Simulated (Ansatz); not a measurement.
**Structural relaxation of ScB2(011) slab (81 atoms)**

Aim: bring ScB2(011) slab (81 atoms) to a nearby minimum of the energy and see what moves.

Main program and level: Ansatz 0.2.0; Kohn-Sham DFT, LDA, PAW (set soft_2), plane waves.

### Step 1. Starting point

The cell holds 81 atoms: 27 Sc and 54 B. Cell: a = 9.450 Å, b = 14.171 Å, c = 19.031 Å, α = 90.0°, β = 90.0°, γ = 70.5°. It derives from ScB2 (P6/mmm, COD entry). P6/mmm (COD entry) ScB2 (cell 3.15, 3.15, 3.52, 90, 90, 120), (011) slab of 3 repeat layers, 3 x 3 surface cells, 14 Å of vacuum; atoms within 1.94 Å of the bottom held; every coordinate displaced by a Gaussian of 0.09 Å. Vacuum lies along c.

Before any run, some limits are plain. The electron count is odd and the run has no spin polarisation.

### Step 2. Single point at the start

The forces at the start show how far the geometry lies from a minimum of this functional.

Input file input.yaml:

```yaml
crystal:
  lattice:
    - [9.45, 0.0, 0.0]
    - [4.725, 13.36003, 0.0]
    - [0.0, 0.0, 19.03125]
  atoms:
    - { symbol: Sc, position: [0.97911, 0.33541, 0.38429] }
    - { symbol: B, position: [0.91489, 0.1695, 0.4066] }
    - { symbol: B, position: [0.08147, 0.13603, 0.36871] }
    - { symbol: Sc, position: [0.09784, 0.12673, 0.50068] }
    [... 71 atom lines left out ...]
    - { symbol: Sc, position: [0.76325, 0.78746, 0.49685] }
    - { symbol: B, position: [0.66909, 0.98066, 0.51617] }
    - { symbol: B, position: [0.52454, 0.93486, 0.47565] }
    - { symbol: Sc, position: [0.53499, 0.90724, 0.60845] }
    - { symbol: B, position: [0.7588, 0.76301, 0.64272] }
    - { symbol: B, position: [0.64485, 0.72075, 0.59325] }
kpoints:
  mp_grid: { grid: [2, 1, 1] }
hamiltonian:
  xc: lda
scf:
  occupations: { method: gaussian, width: 0.025 }
output:
  forces: true
```

Started as:

```
ansatz run input.yaml --threads 4 --pin off --max-ram 8192MiB --backend cpu --events-out ev --progress --plain --runs-dir out
```

Elapsed: 30 s, on 4 threads of Arm Neoverse V2, shared host; peak memory 4.5 GiB.

The program notes that it cut back its work space to fit the memory limit.

The run gave:

```yaml
free_energy: -64504.1450 eV
free_energy_per_atom: -796.3475 eV/atom
scf_cycles: 11
r_m_s_force_component: 1.292 eV/Å
longest_force: 4.385 eV/Å
fermi_energy: 1.064 eV
```

The r.m.s. force component of 1.3 eV/Å sets the starting point.

Length of the force by element:

```tsv
element	coordination	atoms	mean length of the force (eV/Å)	spread	least	most
B	all	54	2.35	0.768	0.875	4.39
Sc	all	27	1.53	0.702	0.385	2.87
```

### Step 3. Relaxation

The atoms are relaxed in the fixed cell, aiming at the force tolerance of the input.

Changes to input.yaml since step 2:

```diff
@@ -15 +15,6 @@
   forces: true
+relax:
+  f_tol: 0.05
+  max_steps: 83
+  constraints:
+    - { sites: [0, 1, 2, 9, 10, 11, 18, 19, 20, 27, 28, 29, 36, 37, 38, 45, 46, 47, 54, 55, 56, 63, 64, 65, 72, 73, 74], fix: xyz }
```

Wall time 2.7 min (4 threads); peak memory 4.5 GiB.

Step by step:

```tsv
step	energy less that of the first step (eV)	largest force component, free atoms (eV/Å)
1	0.0000	3.2885
2	-7.5263	2.5380
3	-10.7668	0.8419
4	-11.7908	0.1744
5	-11.8167	0.0572
6	-11.8175	0.0319
```

The atoms that moved most (Å):

```tsv
atom	dx	dy	dz	length
B80	0.120	0.062	-0.533	0.550
B17	-0.059	-0.048	-0.516	0.522
B35	-0.101	0.046	-0.485	0.498
B62	-0.001	-0.030	-0.418	0.420
B26	0.050	-0.053	-0.409	0.415
B71	0.083	-0.089	-0.378	0.397
B36	0.077	0.149	-0.297	0.341
Sc13	0.101	-0.024	-0.270	0.290
```

The relaxation changed the energy by -146 meV/atom, and atoms moved by 0.20 Å r.m.s., 0.55 Å at most.

### Step 4. Structure statistics after relaxation

Bonds before and after, by the cutoffs listed below:

```tsv
pair	bonds before	bonds after	mean before (Å)	mean after (Å)	spread before (Å)	spread after (Å)
B-B	70	72	1.823	1.792	0.118	0.079
B-Sc	270	270	2.540	2.507	0.117	0.083
```

Normalised to the volume that the atoms fill. Pair distribution functions g(r), in bins of 0.2 Å:

```tsv
r (Å)	total	B-B	B-Sc	Sc-Sc
1.60	0.16	0.35	0.00	0.00
1.80	2.07	4.66	0.00	0.00
2.00	0.14	0.31	0.00	0.00
2.20	0.14	0.00	0.32	0.00
2.40	1.87	0.00	4.21	0.00
2.60	2.43	0.00	5.47	0.00
2.80	0.10	0.00	0.19	0.11
3.00	0.63	1.04	0.00	1.54
3.20	1.36	1.99	0.00	4.27
3.40	0.43	0.80	0.00	0.73
3.60	0.47	0.85	0.00	0.83
3.80	0.60	0.96	0.38	0.00
4.00	1.58	0.78	2.77	0.00
4.20	0.15	0.05	0.29	0.00
4.40	0.10	0.22	0.00	0.00
4.60	0.74	1.22	0.03	1.59
4.80	1.33	2.07	0.18	2.99
5.00	1.02	0.76	1.53	0.04
5.20	0.97	0.28	1.88	0.14
5.40	0.60	0.57	0.50	1.15
5.60	0.42	0.17	0.73	0.15
5.80	0.18	0.39	0.01	0.00
6.00	0.35	0.77	0.01	0.05
6.20	0.38	0.44	0.22	0.78
6.40	0.89	0.92	0.69	1.60
6.60	0.52	0.56	0.45	0.68
6.80	0.57	0.06	1.22	0.00
7.00	0.33	0.18	0.49	0.33
```

Bonds by pair of elements; cutoffs follow the first minimum of g(r), held within bounds set by covalent radii, and pairs that aren't listed don't count as bonded:

```tsv
pair A-B	cutoff (Å)	bonds	mean length (Å)	spread (Å)	shortest (Å)	B about A	A about B
B-B	2.05	72	1.79	0.079	1.60	2.67	2.67
B-Sc	3.08	270	2.51	0.083	2.22	5	10
```

How many atoms have how many bonded neighbours:

```tsv
element	mean	6	8	9	12
B	7.67	18	18	18	0
Sc	10	0	0	18	9
```

Bond length by coordination (bonds to H left out):

```tsv
element	coordination	atoms	mean bond length (Å)
B	6	18	2.24
B	8	18	2.25
B	9	18	2.28
Sc	9	18	2.52
Sc	12	9	2.49
```

First main peaks of g(r), for some of the pairs, lie near 1.78 Å (B-B), 2.51 Å (B-Sc) and 3.12 Å (Sc-Sc). Counting bonds as in the table, 67 % of Sc atoms have 9 bonded neighbours.

### Step 5. Single point at the relaxed geometry

One more single point at the end of the walk gives the fuller output and checks the residual forces.

Input file input.yaml:

```yaml
crystal:
  lattice:
    - [9.45, 0.0, 0.0]
    - [4.725, 13.36003, 0.0]
    - [0.0, 0.0, 19.03125]
  atoms:
    - { symbol: Sc, position: [0.97911, 0.33541, 0.38429] }
    - { symbol: B, position: [0.91489, 0.1695, 0.4066] }
    - { symbol: B, position: [0.08147, 0.13603, 0.36871] }
    - { symbol: Sc, position: [0.09329, 0.12174, 0.49517] }
    [... 71 atom lines left out ...]
    - { symbol: Sc, position: [0.7585, 0.78741, 0.49496] }
    - { symbol: B, position: [0.6644, 0.9725, 0.51373] }
    - { symbol: B, position: [0.51643, 0.9347, 0.47879] }
    - { symbol: Sc, position: [0.53003, 0.91176, 0.60679] }
    - { symbol: B, position: [0.76914, 0.76763, 0.6147] }
    - { symbol: B, position: [0.62167, 0.72691, 0.59137] }
kpoints:
  mp_grid: { grid: [2, 1, 1] }
hamiltonian:
  xc: lda
scf:
  occupations: { method: gaussian, width: 0.025 }
output:
  forces: true
  populations: intrinsic
  dos:
    method: { smearing: { sigma: 0.1 } }
    de: 0.1
    projected: { site_lists: { B: [B], Sc: [Sc] } }
  eigenvalues: true
  write_density: true
  write_potential: true
  volumetric_format: npy
```

It took 86 s on 4 threads; peak memory 5 GiB.

The program notes that the exchange-correlation potential is rough where the density is thin.

Numbers from this run:

```
free energy                                      : -64515.9625 eV
free energy per atom                             : -796.4934 eV/atom
SCF cycles                                       : 11
r.m.s. force component                           : 0.7573 eV/Å
longest force                                    : 3.28 eV/Å
Fermi energy                                     : 1.188 eV
spacing of highest filled and lowest empty level : 0.0902 eV
```

Neighbours are counted within 2.05 Å (B-B), 3.08 Å (B-Sc), the cutoffs taken from the relaxation.

Length of the force by element and coordination:

```tsv
element	coordination	atoms	mean length of the force (eV/Å)	spread	least	most
B	all	54	0.828	1.20	0.0031	3.28
B	6	18	1.20	1.24	0.0056	3.26
B	8	18	1.28	1.32	0.0031	3.28
B	9	18	0.0074	0.0023	0.0043	0.0124
Sc	all	27	0.494	0.823	0.0014	3.19
Sc	9	18	0.736	0.917	0.0014	3.19
Sc	12	9	0.0103	0.0062	0.0043	0.0258
```

Intrinsic-atomic-orbital charges by element and coordination:

```tsv
element	coordination	atoms	mean charge (e)	spread	least	most
B	all	54	-0.437	0.0203	-0.470	-0.374
B	6	18	-0.429	0.0197	-0.452	-0.374
B	8	18	-0.455	0.0084	-0.470	-0.438
B	9	18	-0.427	0.017	-0.454	-0.402
Sc	all	27	0.874	0.0526	0.789	0.951
Sc	9	18	0.908	0.0233	0.856	0.951
Sc	12	9	0.805	0.0104	0.789	0.816
```

States in the cell by windows of 1 eV, zero at the Fermi level; the larger projections on atomic orbitals stand beside the total:

```tsv
from (eV)	to (eV)	total	B p	Sc d	B s	Sc s
-14	-12	0.0	0.0	0.0	0.0	0.0
-12	-11	0.8	0.0	0.0	0.4	0.3
-11	-10	6.3	0.9	0.1	3.5	1.6
-10	-9	16.6	4.1	1.2	9.2	1.6
-9	-8	16.9	5.5	2.3	8.2	0.6
-8	-7	12.3	4.7	1.7	5.4	0.3
-7	-6	10.7	5.5	1.3	3.5	0.2
-6	-5	19.0	10.7	2.6	5.0	0.4
-5	-4	14.4	9.5	1.8	1.8	1.0
-4	-3	30.2	22.1	4.3	2.4	1.0
-3	-2	34.7	26.4	5.6	1.0	1.0
-2	-1	40.4	26.3	12.2	0.7	0.5
-1	0	39.7	20.0	16.2	1.6	1.3
0	1	28.0	11.0	14.7	0.8	1.0
1	2	29.7	6.9	20.1	0.4	1.6
2	3	39.5	5.8	29.5	0.5	2.3
```

The stored curve holds about 242 of the 459 electrons; the rest, give or take the few that broadening carries across the Fermi level, lie in deeper levels below its range.

The levels nearest the highest filled one (over half full), pooled over k-points and spins:

```tsv
level less the highest filled one (eV)	occupation
-0.105	2
-0.0751	2
-0.073	2
-0.0432	2
-0.0246	2
0	1.99
0.0902	0.011
0.165	0
0.177	0
0.203	0
0.252	0
0.280	0
```

Planar average of the electrostatic potential energy along the normal, with the Fermi level as zero, after a running mean with a triangular window 4 Å wide at its base:

```tsv
height (Å)	potential energy (eV)
0.0	4.44
0.6	4.46
1.0	4.49
1.6	4.51
2.2	4.54
2.7	4.56
3.3	4.57
3.7	4.56
4.3	4.43
4.9	3.80
5.4	2.56
5.9	-0.27
6.5	-3.67
7.0	-5.92
7.6	-7.84
8.0	-8.39
8.6	-8.52
9.2	-8.45
9.7	-8.43
10.3	-8.46
10.9	-8.40
11.3	-7.98
11.9	-6.06
12.3	-3.75
12.9	-0.38
13.5	2.40
14.0	3.54
14.6	4.08
15.2	4.22
15.6	4.27
16.2	4.30
16.7	4.33
17.2	4.36
17.8	4.38
18.3	4.40
18.9	4.43
```

Mean intrinsic-atomic-orbital charges: B -0.44, Sc +0.87 e. The potential slopes across the vacuum by 0.046 eV/Å: the slab bears a dipole, and with periodic images along the normal there is no flat vacuum level to read.

### Step 6. Results

```yaml
energy_change_in_the_relaxation: -145.9 meV/atom
r_m_s_displacement: 0.196 Å
largest_displacement: 0.55 Å
free_energy_per_atom: -796.4934 eV/atom
r_m_s_force_component: 0.7573 eV/Å
spacing_of_highest_filled_and_lowest_empty_level: 0.0902 eV
wall_time_of_the_3_dft_runs: 4.6 min
```

What this shows: Relaxation lowers the energy by 146 meV/atom and moves atoms by 0.20 Å r.m.s.; the r.m.s. force component goes from 1.3 to 0.76 eV/Å, held atoms included. By the final cutoffs 0 of 340 bonded pairs parted and 2 joined. From the first step to the last the energy fell by 11.817 eV, and the largest move was 0.55 Å (B80). The B-Sc bonds go from 2.540 Å (spread 0.117) to 2.507 Å (spread 0.083). Counting bonds as in the table, 67 % of Sc atoms have 9 bonded neighbours. The highest filled and lowest empty levels lie only 0.090 eV apart (on the run's k-points), which on so few k-points needn't be a gap.

What to keep in mind: The slab bears a dipole and has periodic images along its normal, so a spurious field crosses the vacuum. 27 atoms were held in place, and force statistics include the forces on them.

[Logs are printed without paths, hosts, clocks, repeated set-up lines and the standing remarks that a program may print on its own settings, such as how far it seeks lower states.]

[Hosts, paths, dates, database ids (printed as entryN), source tags and the programs' standing remarks are cut or masked in the printed files.]
